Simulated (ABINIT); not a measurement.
# KF (Carobbiite): G0W0 in ABINIT against the plane-wave cutoff

Wanted: the cheapest plane-wave cutoff that holds the gap of KF (Carobbiite).

Main program and level: ABINIT 10.8.3; LDA and many-body steps on it, plane waves.

**1. The structure**

The structure is cubic, space group Fm-3m (No. 225). The conventional cell has a = 5.344 Å, b = 5.344 Å, c = 5.344 Å, α = 90.00°, β = 90.00°, γ = 90.00°. Nearest to K lie 6 F at 2.67 Å. F has 6 K at 2.67 Å nearest. Farther neighbours and most contacts between anions are not listed.

The cell and positions come from the Crystallography Open Database and are kept as given unless a step says otherwise.

**2. Empty states on the mesh, 4×4×4 mesh, 102 bands**

This step: ABINIT 10.8.3; DFT, LDA, plane waves, norm-conserving pseudopotentials.

The sums over transitions need many empty states on a uniform mesh; this step solves for them.

run.abi reads:

```
acell 3*1.0 Angstrom
rprim 
  -0.000000000000 2.671850000000 2.671850000000
  2.671850000000 -0.000000000000 2.671850000000
  2.671850000000 2.671850000000 0.000000000000
ntypat 2
znucl 19 9
natom 2
typat 1 2
xred 
  0.000000000000 0.000000000000 0.000000000000
  0.500000000000 0.500000000000 0.500000000000
pp_dirpath "pseudos"
pseudos "K.upf, F.upf"
ecut 36
ngkpt 4 4 4
nshiftk 1
shiftk 0 0 0
kptopt 1
chksymbreak 0
irdden 1
istwfk *1
nband 102
prtvol 0
optdriver 6
gwr_task "HDIAGO"
paral_kgb 0
occopt 1
indata_prefix "in"
outdata_prefix "out"
tmpdata_prefix "tmp"
```

The run is started by

```console
OMP_NUM_THREADS=1 mpirun -n 4 abinit run.abi > log
```

Numbers of over 12 decimals in the logs are rounded to 6 here.

The program printed:

```text
.Version 10.8.3 of ABINIT. v10.8.2 released Aug 2026.

 Symmetries : space group Fm -3 m (#225); Bravais cF (face-center cubic)
[... echo of the input left out ...]
== DATASET  1 ==================================================================
-   mpi_nproc: 4, omp_nthreads: 1 (-1 if OMP is not activated)

--- !DatasetInfo
iteration_state: {dtset: 1, }
dimensions: {natom: 2, nkpt: 8, mband: 102, nsppol: 1, nspinor: 1, nspden: 1, mpw: 2685, }
cutoff_energies: {ecut:  36.0, pawecutdg:  -1.0, }
[...]
Direct band gap semiconductor
 Fundamental gap:     5.821 (eV)
   VBM:    -0.305 (eV) at k: [ 0.0000E+00,  0.0000E+00,  0.0000E+00]
   CBM:     5.516 (eV) at k: [ 0.0000E+00,  0.0000E+00,  0.0000E+00]
 Direct gap:         5.821 (eV) at k: [ 0.0000E+00,  0.0000E+00,  0.0000E+00]

== END DATASET(S) ==============================================================
================================================================================

 -outvars: echo values of variables after computation  --------
           etotal      0.0000000000E+00
            nband         102
             nkpt           8
          spgroup         225
 [... the other variables as echoed above ...]

 Calculation completed.
```

It took 31 s on 4 MPI ranks of Arm Neoverse V1, shared host; peak memory 1.8 GiB; 2 min of CPU time.

Numbers from this step:

```
gap                                                           : 5.821 eV
k of the valence top                                          : 0, 0, 0
k of the conduction bottom                                    : 0, 0, 0
least direct gap                                              : 5.821 eV
k points computed                                             : 8
lowest point of the top converged band, above the valence top : 93.5193 eV
```

On this mesh the gap is 5.821 eV.

The density comes from a self-consistent run that is not shown.

**3. Empty states on the mesh, 4×4×4 mesh, 33 bands**

Edit run.abi of step 2 so:

```diff
@@ -14,3 +14,3 @@
 pseudos "K.upf, F.upf"
-ecut 36
+ecut 22
 ngkpt 4 4 4
@@ -20,10 +20,10 @@
 chksymbreak 0
+iscf -2
 irdden 1
 istwfk *1
-nband 102
+nband 33
+nbdbuf 4
+tolwfr 1e-09
+nstep 60
 prtvol 0
-optdriver 6
-gwr_task "HDIAGO"
-paral_kgb 0
-occopt 1
 indata_prefix "in"
```

The program printed:

```text
.Version 10.8.3 of ABINIT. v10.8.2 released Aug 2026.

 Symmetries : space group Fm -3 m (#225); Bravais cF (face-center cubic)
[... echo of the input left out ...]
== DATASET  1 ==================================================================
-   mpi_nproc: 4, omp_nthreads: 1 (-1 if OMP is not activated)

--- !DatasetInfo
iteration_state: {dtset: 1, }
dimensions: {natom: 2, nkpt: 8, mband: 33, nsppol: 1, nspinor: 1, nspden: 1, mpw: 1283, }
cutoff_energies: {ecut:  22.0, pawecutdg:  -1.0, }
[...]
0.87785    0.87785    0.88506    0.88506    0.88506    0.96060    0.96060    0.96060
   1.04222    1.04222    1.17680    1.38154    1.38154    1.38154    1.45749    1.50582
   1.50582
 prteigrs : prtvol=0 or 1, do not print more k-points.

== END DATASET(S) ==============================================================
================================================================================

 -outvars: echo values of variables after computation  --------
            nband          33
             nkpt           8
          spgroup         225
 [... the other variables as echoed above ...]

 Calculation completed.
```

Wall time 2.8 s (4 MPI ranks); peak memory 0.07 GiB.

Numbers from this step:

```yaml
gap: 5.777 eV
k_of_the_valence_top: 0, 0, 0
k_of_the_conduction_bottom: 0, 0, 0
least_direct_gap: 5.777 eV
k_points_computed: 8
lowest_point_of_the_top_converged_band_above_the_valence_top: 33.40 eV
```

On this mesh the gap is 5.777 eV.

**4. Empty states on the mesh, 4×4×4 mesh, 33 bands**

Edit run.abi of step 3 so:

```diff
@@ -14,3 +14,3 @@
 pseudos "K.upf, F.upf"
-ecut 22
+ecut 29
 ngkpt 4 4 4
```

The program printed:

```text
.Version 10.8.3 of ABINIT. v10.8.2 released Aug 2026.

 Symmetries : space group Fm -3 m (#225); Bravais cF (face-center cubic)
[... echo of the input left out ...]
== DATASET  1 ==================================================================
-   mpi_nproc: 4, omp_nthreads: 1 (-1 if OMP is not activated)

--- !DatasetInfo
iteration_state: {dtset: 1, }
dimensions: {natom: 2, nkpt: 8, mband: 33, nsppol: 1, nspinor: 1, nspden: 1, mpw: 1928, }
cutoff_energies: {ecut:  29.0, pawecutdg:  -1.0, }
[...]
0.87082    0.87082    0.87655    0.87655    0.87655    0.95993    0.95993    0.95993
   1.03338    1.03338    1.17810    1.38100    1.38100    1.38100    1.45855    1.50479
   1.50479
 prteigrs : prtvol=0 or 1, do not print more k-points.

== END DATASET(S) ==============================================================
================================================================================

 -outvars: echo values of variables after computation  --------
            nband          33
             nkpt           8
          spgroup         225
 [... the other variables as echoed above ...]

 Calculation completed.
```

Elapsed: 3.8 s, on 4 MPI ranks; peak memory 0.24 GiB; 15 s of CPU time.

Numbers from this step:

```yaml
gap: 5.826 eV
k_of_the_valence_top: 0, 0, 0
k_of_the_conduction_bottom: 0, 0, 0
least_direct_gap: 5.826 eV
k_points_computed: 8
lowest_point_of_the_top_converged_band_above_the_valence_top: 33.41 eV
```

On this mesh the gap is 5.826 eV.

**5. Empty states on the mesh, 4×4×4 mesh, 33 bands**

Edit run.abi of step 4 so:

```diff
@@ -14,3 +14,3 @@
 pseudos "K.upf, F.upf"
-ecut 29
+ecut 45
 ngkpt 4 4 4
```

The program printed:

```text
.Version 10.8.3 of ABINIT. v10.8.2 released Aug 2026.

 Symmetries : space group Fm -3 m (#225); Bravais cF (face-center cubic)
[... echo of the input left out ...]
== DATASET  1 ==================================================================
-   mpi_nproc: 4, omp_nthreads: 1 (-1 if OMP is not activated)

--- !DatasetInfo
iteration_state: {dtset: 1, }
dimensions: {natom: 2, nkpt: 8, mband: 33, nsppol: 1, nspinor: 1, nspden: 1, mpw: 3727, }
cutoff_energies: {ecut:  45.0, pawecutdg:  -1.0, }
[...]
0.86977    0.86977    0.87593    0.87593    0.87593    0.95984    0.95984    0.95984
   1.03269    1.03269    1.17832    1.38091    1.38091    1.38091    1.45890    1.50463
   1.50463
 prteigrs : prtvol=0 or 1, do not print more k-points.

== END DATASET(S) ==============================================================
================================================================================

 -outvars: echo values of variables after computation  --------
            nband          33
             nkpt           8
          spgroup         225
 [... the other variables as echoed above ...]

 Calculation completed.
```

The job ended after 6.1 s (4 MPI ranks; peak memory 0.27 GiB; 24 s of CPU time).

Numbers from this step:

```yaml
gap: 5.821 eV
k_of_the_valence_top: 0, 0, 0
k_of_the_conduction_bottom: 0, 0, 0
least_direct_gap: 5.821 eV
k_points_computed: 8
lowest_point_of_the_top_converged_band_above_the_valence_top: 33.40 eV
```

On this mesh the gap is 5.821 eV.

**6. Screening, 4×4×4 mesh, 29 bands, screening to 106.1 eV**

The RPA dielectric matrix is built and inverted for each q.

This step: RPA screening on LDA, plane waves, norm-conserving pseudopotentials.

Edit run.abi of step 5 so:

```diff
@@ -14,3 +14,3 @@
 pseudos "K.upf, F.upf"
-ecut 45
+ecut 22
 ngkpt 4 4 4
@@ -20,10 +20,11 @@
 chksymbreak 0
-iscf -2
-irdden 1
 istwfk *1
-nband 33
-nbdbuf 4
-tolwfr 1e-09
-nstep 60
-prtvol 0
+occopt 1
+irdwfk 1
+optdriver 3
+nband 29
+ecuteps 3.9
+inclvkb 2
+awtr 1
+symchi 1
 indata_prefix "in"
```

The program printed:

```text
.Version 10.8.3 of ABINIT. v10.8.2 released Aug 2026.

 Symmetries : space group Fm -3 m (#225); Bravais cF (face-center cubic)
[... echo of the input left out ...]
== DATASET  1 ==================================================================
-   mpi_nproc: 4, omp_nthreads: 1 (-1 if OMP is not activated)

--- !DatasetInfo
iteration_state: {dtset: 1, }
dimensions: {natom: 2, nkpt: 8, mband: 29, nsppol: 1, nspinor: 1, nspden: 1, mpw: 1283, }
cutoff_energies: {ecut:  22.0, pawecutdg:  -1.0, }
electrons: {nelect:   1.60000000E+01, charge:   0.00000000E+00, occopt:   1.00000000E+00, tsmear:   1.00000000E-02, }

 SCREENING: Calculation of the susceptibility and dielectric matrices

 Based on a program developped by R.W. Godby, V. Olevano, G. Onida, and L. Reining.
 Incorporated in ABINIT by V. Olevano, G.-M. Rignanese, and M. Torrent.
.Using double precision arithmetic ; gwpc =  8

[... cell and pseudopotentials left out ...]
--------------------------------------------------------------------------------

 ==== K-mesh for the wavefunctions ====
 Number of points in the irreducible wedge :     8
[... list of points left out ...]
 Together with 48 symmetry operations and time-reversal symmetry
 yields    64 points in the full Brillouin Zone.

 ==== Q-mesh for the screening function ====
 Number of points in the irreducible wedge :     8
[... list of points left out ...]
 Together with 48 symmetry operations and time-reversal symmetry
 yields    64 points in the full Brillouin Zone.

 setmesh: FFT mesh size selected  =    24x   24x   24
          total number of points  =        13824

 vcoul_init : cutoff-mode = AUXILIARY_FUNCTION
 q-points for optical limit:   1
     1)      0.000010    0.000020    0.000030

- screening: taking advantage of time-reversal symmetry
- Maximum band index for partially occupied states nbvw = 8
- Remaining bands to be divided among processors   nbcw = 21
- Number of bands treated by each node ~5

 Number of electrons calculated from density =   16.0000; Expected =   16.0000
 average of density, n =  0.062152
 r_s =    1.5661
 omega_plasma =   24.0483 [eV]

 calculating chi0 at frequencies [eV] :
  1    0.000000E+00    0.000000E+00
  2    0.000000E+00    2.404829E+01

--------------------------------------------------------------------------------
  q-point number  1        q = ( 0.000000, 0.000000, 0.000000) [r.l.u.]
--------------------------------------------------------------------------------
[... chi0 elements left out ...]
 For q-point:  0.000010 0.000020 0.000030
  dielectric constant =   1.9408
  dielectric constant without local fields =   2.1374

  Average fulfillment of the sum rule on Im[epsilon] for q-point    1 :     31.31  [%]
[... wings left out ...]
  q-point number  2        q = ( 0.250000, 0.000000, 0.000000) [r.l.u.]
--------------------------------------------------------------------------------
[... chi0 elements left out ...]
  Average fulfillment of the sum rule on Im[epsilon] for q-point    2 :     50.70  [%]

 [... 6 further q-points ...]
```

It took 4.3 s on 4 MPI ranks; peak memory 0.37 GiB; 17 s of CPU time.

This step gave:

| Property | Result |
| --- | --- |
| ε∞ with local fields, on this mesh, along the program's q direction | 1.941 |
| the same without local fields | 2.137 |
| plasma frequency | 24.05 eV |
| plane waves in the screening matrix | 113 |

Local fields lower ε∞ by 9 %. On a Γ-centred mesh this coarse the value itself is usually too large, while a short band sum pulls it down.

**7. 22 Ha**

This step: G0W0 on LDA, plane waves, norm-conserving pseudopotentials.

Edit run.abi of step 6 so:

```diff
@@ -23,8 +23,15 @@
 irdwfk 1
-optdriver 3
+optdriver 4
 nband 29
+gwcalctyp 0
+ecutsigx 22
+symsigma 1
+nkptgw 1
+kptgw 
+  0.0000000000 0.0000000000 0.0000000000
+bdgw 
+  6 12
 ecuteps 3.9
-inclvkb 2
-awtr 1
-symchi 1
+irdscr 1
+ppmodel 1
 indata_prefix "in"
```

The program printed:

```text
.Version 10.8.3 of ABINIT. v10.8.2 released Aug 2026.

 Symmetries : space group Fm -3 m (#225); Bravais cF (face-center cubic)
[... echo of the input left out ...]
== DATASET  1 ==================================================================
-   mpi_nproc: 4, omp_nthreads: 1 (-1 if OMP is not activated)

--- !DatasetInfo
iteration_state: {dtset: 1, }
dimensions: {natom: 2, nkpt: 8, mband: 29, nsppol: 1, nspinor: 1, nspden: 1, mpw: 1283, }
cutoff_energies: {ecut:  22.0, pawecutdg:  -1.0, }
electrons: {nelect:   1.60000000E+01, charge:   0.00000000E+00, occopt:   1.00000000E+00, tsmear:   1.00000000E-02, }

 SIGMA: Calculation of the GW corrections

 Based on a program developped by R.W. Godby, V. Olevano, G. Onida, and L. Reining.
 Incorporated in ABINIT by V. Olevano, G.-M. Rignanese, and M. Torrent.
.Using double precision arithmetic ; gwpc =  8

[... cell and pseudopotentials left out ...]
--------------------------------------------------------------------------------

 ==== K-mesh for the wavefunctions ====
 Number of points in the irreducible wedge :     8
[... list of points left out ...]
 Together with 48 symmetry operations and time-reversal symmetry
 yields    64 points in the full Brillouin Zone.

 ==== Q-mesh for screening function ====
 Number of points in the irreducible wedge :     8
[... list of points left out ...]
 Together with 48 symmetry operations and time-reversal symmetry
 yields    64 points in the full Brillouin Zone.

 vcoul_init : cutoff-mode = AUXILIARY_FUNCTION
 q-points for optical limit:   1
     1)      0.000010    0.000020    0.000030
 setmesh: FFT mesh size selected  =    30x   30x   30
          total number of points  =        27000

 Number of electrons calculated from density =   16.0000; Expected =   16.0000
 average of density, n =  0.062152
 r_s =    1.5661
 omega_plasma =   24.0483 [eV]

 === KS Band Gaps ===
  >>>> For spin  1
   Minimum direct gap =   5.7775 [eV], located at k-point      :   0.0000  0.0000  0.0000
   Fundamental gap    =   5.7775 [eV], Top of valence bands at :   0.0000  0.0000  0.0000
                                       Bottom of conduction at :   0.0000  0.0000  0.0000
 SIGMA fundamental parameters:
 PLASMON POLE MODEL  1
 number of plane-waves for SigmaX                 1243
 number of plane-waves for SigmaC and W            113
 number of plane-waves for wavefunctions          1243
 number of bands                                    29
 number of independent spin polarizations            1
 number of spinorial components                      1
 number of k-points in IBZ                           8
 number of q-points in IBZ                           8
 number of symmetry operations                      48
 number of k-points in BZ                           64
 number of q-points in BZ                           64
 number of frequencies for dSigma/dE                 9
 frequency step for dSigma/dE [eV]                0.25
 number of omega for Sigma on real axis              0
 max omega for Sigma on real axis  [eV]           0.00
 zcut for avoiding poles [eV]                     0.10

 EPSILON^-1 parameters (SCR file):
 dimension of the eps^-1 matrix on file            113
 dimension of the eps^-1 matrix used               113
 number of plane-waves for wavefunctions          1243
 number of bands                                    29
 number of q-points in IBZ                           8
 number of frequencies                               2
 number of real frequencies                          1
 number of imag frequencies                          1

 matrix elements of self-energy operator (all in [eV])

 Perturbative Calculation

--- !SelfEnergy_ee
iteration_state: {dtset: 1, }
kpoint     : [   0.000,    0.000,    0.000, ]
spin       : 1
KS_gap     :    5.777
QP_gap     :    9.856
Delta_QP_KS:    4.079
data: !SigmaeeData |
     Band     E0 <VxcDFT>   SigX SigC(E0)      Z dSigC/dE  Sig(E)    E-E0       E
        6  -0.290 -21.385 -29.016   5.027   0.810  -0.234 -23.496  -2.110  -2.400
        7  -0.290 -21.385 -29.016   5.027   0.810  -0.234 -23.496  -2.110  -2.400
        8  -0.290 -21.385 -29.016   5.027   0.810  -0.234 -23.496  -2.110  -2.400
        9   5.487  -8.764  -4.082  -2.490   0.898  -0.114  -6.796   1.968   7.456
       10  10.321 -10.934  -4.770  -2.421   0.893  -0.120  -7.591   3.343  13.665
       11  10.321 -10.935  -4.770  -2.421   0.893  -0.120  -7.591   3.343  13.665
       12  10.321 -10.934  -4.770  -2.421   0.893  -0.120  -7.591   3.343  13.665

== END DATASET(S) ==============================================================
================================================================================

 -outvars: echo values of variables after computation  --------
           etotal      0.0000000000E+00
            nband          29
             nkpt           8
          spgroup         225
 [... the other variables as echoed above ...]

 Calculation completed.
```

It took 2.5 s on 4 MPI ranks; peak memory 0.1 GiB.

Numbers from this step:

| Property | Result |
| --- | --- |
| G0W0 gap on the points computed | 9.856 eV |
| starting gap on the mesh | 5.777 eV |
| k of the valence top | 0, 0, 0 |
| k of the conduction bottom | 0, 0, 0 |
| Z at the valence top | 0.81 |
| Z at the conduction bottom | 0.898 |
| least direct G0W0 gap on the computed points | 9.856 eV |

[end of part 1 of 2]

[Paths, hosts, dates, memory and timing lines, banners, echoed tables and standing remarks are left out of the program output.]

[Logs are printed without paths, hosts, clocks, repeated set-up lines and the standing remarks that a program may print on its own settings, such as how far it seeks lower states.]

[Runs of the session that timed out or met a known fault of the program may be left out.]

[No measured gap is set beside runs whose start may be inverted or whose files or cutoffs have a known fault.]

[Hosts, paths, dates, database ids (printed as entryN), source tags and the programs' standing remarks are cut or masked in the printed files.]

[G0W0 gaps are taken among the corrected bands and points alone; a level outside them can change the order at an edge.]

[Where Ansatz stands beside ABINIT at settings called matched, ABINIT's density can come from a denser mesh and the files from another edition; pairs whose starting gaps differed by over 0.03 eV were left out, so agreement reads better than it is.]
